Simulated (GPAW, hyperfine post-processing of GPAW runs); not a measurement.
## 7Li NMR of paramagnetic Li2MnN2

Aim: the shifts that the unpaired electrons of Mn give to the NMR lines of 7Li and 15N in Li2MnN2 at 320 K.

Main program and level: GPAW 26.7.0; DFT, revPBE+U, plane-wave PAW, GPAW setups, collinear spin, scalar-relativistic.

### 1. The structure

Symmetry: P-3m1, No. 164, trigonal system. The conventional cell has a = 3.026 Å, b = 3.026 Å, c = 5.423 Å, α = 90.00°, β = 90.00°, γ = 120.00°. Nearest to Mn lie 6 N at 2.05 Å. Nearest to N lie 4 Li at 1.94 to 2.42 Å and 3 Mn at 2.05 Å. Nearest to Li lie 4 N at 1.94 to 2.42 Å and 3 Li at 2.36 Å. Farther neighbours and most contacts between anions are not listed.

As a file:

```cif
data_structure
_symmetry_space_group_name_H-M 'P-3m1'
_symmetry_Int_Tables_number 164
_cell_length_a 3.0263
_cell_length_b 3.0263
_cell_length_c 5.4232
_cell_angle_alpha 90.000
_cell_angle_beta 90.000
_cell_angle_gamma 120.000
_cell_volume 43.01
loop_
_atom_site_label
_atom_site_type_symbol
_atom_site_symmetry_multiplicity
_atom_site_Wyckoff_symbol
_atom_site_fract_x
_atom_site_fract_y
_atom_site_fract_z
_atom_site_occupancy
Mn1 Mn 1 a 0.00000 0.00000 0.00000 1
N1 N 2 d 0.33333 0.66667 0.19932 1
Li1 Li 2 d 0.33333 0.66667 0.64626 1
```

The cell is a computed entry of the Materials Project; it need not be the form that is stable at ambient conditions. The run's cell holds 10 atoms, a multiple of the primitive cell, so that one ion can be reversed against another. The atoms stand as given; the largest force on them is 0.29 eV/Å.

### 2. All moments parallel

With all Mn moments parallel, the spin density at each nucleus is that of the fully magnetised paramagnet. A Hubbard U holds the open shell closer to the ion than the plain functional does, which changes how much spin reaches the ligands. GPAW's U acts on normalised projectors, so its value can't be carried over from other programs one to one.

Contents of scf.py:

```python
import json
from ase import Atoms
from ase.parallel import parprint
from gpaw import GPAW, PW, FermiDirac, MixerDif

atoms = Atoms(['Mn', 'Mn', 'N', 'N', 'N', 'N', 'Li', 'Li', 'Li', 'Li'],
              cell=[[6.052622, 0.0, 0.0], [-1.513155, 2.620862, 0.0], [0.0, 0.0, 5.423215]],
              scaled_positions=[[0.0, 0.0, 0.0], [0.5, 0.0, 0.0], [0.166667, 0.666667, 0.199319], [0.666667, 0.666667, 0.199319], [0.333333, 0.333333, 0.800681], [0.833333, 0.333333, 0.800681], [0.166667, 0.666667, 0.646263], [0.666667, 0.666667, 0.646263], [0.333333, 0.333333, 0.353737], [0.833333, 0.333333, 0.353737]],
              magmoms=[3.0, 3.0, 0.0, 0.0, 0.0, 0.0, 0.0, 0.0, 0.0, 0.0], pbc=True)
atoms.calc = GPAW(mode=PW(500), xc='revPBE', kpts={'size': (7, 7, 4), 'gamma': True}, spinpol=True, setups={'Mn': ':d,2'},
                  occupations=FermiDirac(0.02, fixmagmom=True), mixer=MixerDif(0.12, 6, 30),
                  convergence={'density': 1e-5}, maxiter=150, symmetry={'tolerance': 1e-4},
                  legacy_gpaw=True, txt='scf.txt')
parprint('energy', atoms.get_potential_energy())
parprint('moment', atoms.get_magnetic_moment())
parprint('moments', json.dumps(atoms.get_magnetic_moments().round(4).tolist()))
parprint('fermi', json.dumps(list(map(float, atoms.calc.get_fermi_levels()))))
levels = [[e - f for k in range(len(atoms.calc.get_ibz_k_points())) for e in atoms.calc.get_eigenvalues(k, s)] for s, f in enumerate(atoms.calc.get_fermi_levels())]
parprint('gap', min(min(e for e in x if e > 0) + f for x, f in zip(levels, atoms.calc.get_fermi_levels())) - max(max(e for e in x if e <= 0) + f for x, f in zip(levels, atoms.calc.get_fermi_levels())))
parprint('positions', json.dumps(atoms.get_scaled_positions(wrap=False).round(6).tolist()))
parprint('forces', json.dumps(atoms.get_forces().round(4).tolist()))
atoms.calc.write('gs.gpw')
```

A second script reads the saved density on one core and turns GPAW's hyperfine parameters into fields at the nuclei:

Contents of contact.py:

```python
import numpy as np
from ase import units
from gpaw import GPAW
from gpaw.hyperfine import G_FACTOR_E, alpha, hyperfine_parameters, paw_correction
from gpaw.utilities import unpack_density

calc = GPAW('gs.gpw', legacy_gpaw=True, txt=None)
tesla = units._e / units._hplanck / 7.6225932e6 / 2  # eV per unit g_N to the field at the nucleus
unit = np.pi * alpha**2 * G_FACTOR_E * units._me / units._mp * units.Ha
valence = hyperfine_parameters(calc, exclude_core=True)
print('atom     contact field (T): all, valence')
for a, s in enumerate(calc.get_atoms().symbols):
    args = unpack_density(calc.density.D_asp[a]), calc.wfs.setups[a], calc.hamiltonian.xc
    try:  # the response of the frozen core, atom by atom
        core = (paw_correction(*args, False) - paw_correction(*args, True)) * unit
    except AssertionError:
        core = np.full((3, 3), np.nan)
    print(f'{a + 1:3d} {s:2s} {np.trace(valence[a] + core) / 3 * tesla:11.5f} {np.trace(valence[a]) / 3 * tesla:11.5f}')
```

The run is started by

```
OMP_NUM_THREADS=1 mpirun -n 4 gpaw python scf.py > gpaw.log
python contact.py
```

Numbers of over 12 decimals in the logs are rounded to 6 here.

Output:

```text
[a pick of lines from scf.txt and the scripts' output, long numbers rounded; set-up, eigenvalues, and the printed gap, site moments, positions and forces are left out]
Symmetries present (total): 2
196 k-points: 7 x 7 x 4 Monkhorst-Pack grid + [0.000000,0.000000,1/8]
99 k-points in the irreducible part of the Brillouin zone
  Cutoff energy: 500.000 eV
Occupation numbers: Fixed magnetic moment: 6.000
  width: 0.0200  # eV
XC parameters: revPBE with 2 nearest neighbor stencil
Number of bands in calculation: 40
Number of valence electrons: 54
iter:   1 01:30:43   -62.314997                   +6.0276
iter:   2 01:30:48   -57.726665   -0.47  -0.92    +6.0083
iter:   3 01:30:53   -57.019677   -0.80  -1.12    +6.0013
[... 17 further iterations ...]
iter:  21 01:32:21   -56.960904c  -9.35c -4.84    +6.0000
iter:  22 01:32:26   -56.960904c  -9.12c -4.90    +6.0000
iter:  23 01:32:31   -56.960904c -10.28c -5.26c   +6.0000
Converged after 23 iterations.
Total magnetic moment: (0.000000, 0.000000, 6.000000)
Local magnetic moments:
Free energy:    -56.960904
Extrapolated:   -56.960904
Fermi levels: 6.94139, 6.54012
energy -56.960904
moment 6.000000
fermi [6.941386, 6.540122]
atom     contact field (T): all, valence
  1 Mn   -32.17476    38.44477
  2 Mn   -32.17476    38.44477
  3 N     -0.02421    -0.57368
  4 N     -0.02421    -0.57368
  5 N     -0.02421    -0.57368
  6 N     -0.02421    -0.57368
  7 Li    -0.14378    -0.18199
  8 Li    -0.14378    -0.18199
  9 Li    -0.14378    -0.18199
 10 Li    -0.14378    -0.18199
```

Wall time 2.2 min (4 MPI ranks of Arm Neoverse V1, shared host).

The cell holds 6.00 μB on 2 Mn, so S = 1.50. The total moment is held at that value. The contact field is B = (2μ₀/3) μB ρ_s, 7.769 T for 1 e/Å³, and A_iso = γB/(2πS) sums over all ions. The valence part leaves out the polarisation of the frozen cores, which GPAW adds afterwards by solving for the core states in the spin-dependent potential:

```tsv
site	atom	atoms in cell	links to Mn	field (T)	valence part (T)	A_iso (MHz)
Li	7	4	9 Mn through links of 81° (6), 122° (3) and 174° (3)	-0.144	-0.182	-1.59
N	3	4	bonded to 3 Mn at 2.05 Å	-0.0242	-0.574	0.0697
```

### 3. Reversing single moments

Above the ordering point the moments are not free: their couplings set the Weiss constant, which scales every shift. Reversing one ion measures these couplings, and shows at once how much of each shift that ion sends.

Changes to scf.py since step 2:

```diff
@@ -8,3 +8,3 @@
               scaled_positions=[[0.0, 0.0, 0.0], [0.5, 0.0, 0.0], [0.166667, 0.666667, 0.199319], [0.666667, 0.666667, 0.199319], [0.333333, 0.333333, 0.800681], [0.833333, 0.333333, 0.800681], [0.166667, 0.666667, 0.646263], [0.666667, 0.666667, 0.646263], [0.333333, 0.333333, 0.353737], [0.833333, 0.333333, 0.353737]],
-              magmoms=[3.0, 3.0, 0.0, 0.0, 0.0, 0.0, 0.0, 0.0, 0.0, 0.0], pbc=True)
+              magmoms=[-3.0, 3.0, 0.0, 0.0, 0.0, 0.0, 0.0, 0.0, 0.0, 0.0], pbc=True)
 atoms.calc = GPAW(mode=PW(500), xc='revPBE', kpts={'size': (7, 7, 4), 'gamma': True}, spinpol=True, setups={'Mn': ':d,2'},
```

Output:

```text
[a pick of lines from scf.txt and the scripts' output, long numbers rounded; set-up, eigenvalues, and the printed gap, site moments, positions and forces are left out]
Symmetries present (total): 2
196 k-points: 7 x 7 x 4 Monkhorst-Pack grid + [0.000000,0.000000,1/8]
99 k-points in the irreducible part of the Brillouin zone
  Cutoff energy: 500.000 eV
Occupation numbers: Fixed magnetic moment: 0.000
  width: 0.0200  # eV
XC parameters: revPBE with 2 nearest neighbor stencil
Number of bands in calculation: 37
Number of valence electrons: 54
iter:   1 01:32:52   -62.307251                   +0.0000
iter:   2 01:32:57   -57.554204   -0.33  -0.92    -0.0000
iter:   3 01:33:01   -56.943075   -0.66  -1.12    +0.0000
[... 15 further iterations ...]
iter:  19 01:34:13   -56.889690c  -7.52c -4.81    -0.0000
iter:  20 01:34:18   -56.889690c  -8.25c -4.89    -0.0000
iter:  21 01:34:22   -56.889690c  -7.95c -5.00c   -0.0000
Converged after 21 iterations.
Total magnetic moment: (0.000000, 0.000000, -0.000000)
Local magnetic moments:
Free energy:    -56.889690
Extrapolated:   -56.889690
Fermi levels: 6.82675, 6.82715
energy -56.889690
moment -5.83088698756477e-14
fermi [6.826749, 6.827147]
atom     contact field (T): all, valence
  1 Mn    46.52828   -22.28979
  2 Mn   -46.52892    22.28979
  3 N      0.12730     0.27742
[...]
9 Li     0.42862     0.43023
 10 Li    -0.42862    -0.43023
```

Run time: 1.9 min. Hardware: 4 MPI ranks; 7.3 min of CPU time.

The parallel state has -56.9609 eV at zero smearing. Each flip reverses one ion with all its periodic images. It gives an energy and, by half the change of the contact field, the share of that set of ions in each shift at 320 K (ppm; atoms of one site can get unlike shares):

```tsv
atom reversed	energy (eV)	change (meV)	Li	N
Mn1	-56.8897	71.2	-1000 / 498	-265 / 180
```

In mean-field theory Θ = ΔE (S + 1) / (6 S k_B): Θ = 230 K. Couplings between an ion and its own images are missing, and in this cell images lie no farther than 1.2 times the shortest distance between magnetic ions, so couplings that may matter are lost and this Θ is not relied on. Θ = 0 is used for the shifts.

### 4. The ladder of functionals

Spin transfer to the ligands hangs on how far the functional delocalises the open shell, so other levels show how much the fields depend on it.

Contact fields (T) with all moments parallel; times on 4 MPI ranks of Arm Neoverse V1, shared host. The cutoff is 500 eV where none is named; the moment is held in each run.

```tsv
level	moment (μB)	time	Li	N
revPBE +U Mn 2 eV	6.00	2.2 min	-0.144	-0.0242
revPBE	6.00	95 s	0.0475	0.715
revPBE +U Mn 1.2 eV	6.00	1.7 min	-0.0652	0.270
revPBE +U Mn 2.8 eV	6.00	2 min	-0.226	-0.324
LDA +U Mn 2 eV	6.00	1.8 min	-0.0276	-0.277
revPBE +U Mn 2 eV, 650 eV	6.00	3.4 min	-0.141	-0.0435
```

### 5. Shifts at temperature

The shift is δ = B · g μB (S + 1) / (3 k_B (T − Θ)) with g = 2; at 320 K and Θ = 0 K one tesla gives 3499 ppm. The anisotropy is a sum over point dipoles on the Mn ions, scaled alike; on atoms bound to Mn, spin in their own p shell adds an anisotropy that this leaves out.

```tsv
site	nucleus	δ_iso (ppm)	with the calculated Θ	reduced anisotropy (ppm)	asymmetry
Li	7Li	-503	-1780	1380	0.00
N	15N	-85	-300	-886	0.00
```

The reduced anisotropy is δ_zz − δ_iso, with zz the principal value farthest from δ_iso. The Weiss constant adds its own doubt: exchange couplings from semilocal functionals with a U can miss even their sign, and a Θ lower by 100 K would lower every shift by 24 %.

7Li MAS at 2.35 T (38.9 MHz), 20 kHz, 320 K; contact and dipolar shift alone, no orbital or quadrupolar part; lines under 1.5 % of the strongest are left out. Lines of the NMR spectrum (strongest = 100):

```tsv
position (ppm)	label	intensity
-2045.9	Li -3	1.7
-1531.6	Li -2	13
-1017.3	Li -1	91
-503.0	Li centre	100
11.3	Li +1	37
525.6	Li +2	31
1039.9	Li +3	6.0
```

### 6. Summary of results

```yaml
spin_of_mn: 1.50
weiss_constant_mean_field_rough_not_used: 230 K
7li_contact_shift_at_320_k_theta_0_k: -503 ppm
15n_contact_shift_at_320_k_theta_0_k: -85 ppm
```

In words: At 320 K the Mn moments shift 7Li on Li by -503 ppm and 15N on N by -85 ppm, scaled with a pure Curie law. No measured Weiss constant is at hand, and the one from single flips is too rough to scale with, so the shifts are given for a pure Curie law; the couplings found are strong, so their size is uncertain by a factor of two or more. The flip reverses only 4 of the 6 nearest couplings; if all are alike and farther ones are small, Θ would be near 344 K, too near or above this temperature for the scaling to hold. The calculated Θ of 230 K would multiply them by 3.54. Over the levels shown, the field at Li runs from -0.226 T (revPBE +U Mn 2.8 eV) to 0.0475 T (revPBE); among the sites in the table it changes sign at Li and N. On Li and N the levels differ even in sign, so neither size nor sign of that shift is settled. The shift of Li is negative: the spin density at the nucleus is opposite to the Mn moments, the mark of spin polarisation outweighing delocalisation. All this holds only well above the ordering temperature and the strongest exchange, neither of which is computed. The orbital (chemical) shift and the pseudocontact shift from g anisotropy are not included. GPAW's core response is not screened by the valence electrons and can be too large by up to a factor of two, so sites where total and valence fields differ much are unsure by that part. For anions bound to the magnetic ion the point-dipole anisotropy lacks the spin in their own p orbitals, and their lines are broad and relax fast. On N total and valence fields differ by over a quarter of the total (by up to 23 times the total); that core part hangs on the functional and on the program's treatment of the cores, and where it exceeds the total neither size nor sign of the shift is settled. The dipole sum is for a spherical crystallite; bulk susceptibility, which broadens real lines, and quadrupolar couplings are left out.

[Logs are printed without paths, hosts, clocks, repeated set-up lines and the standing remarks that a program may print on its own settings, such as how far it seeks lower states.]

[Hosts, paths, dates, database ids (printed as entryN), source tags and the programs' standing remarks are cut or masked in the printed files.]
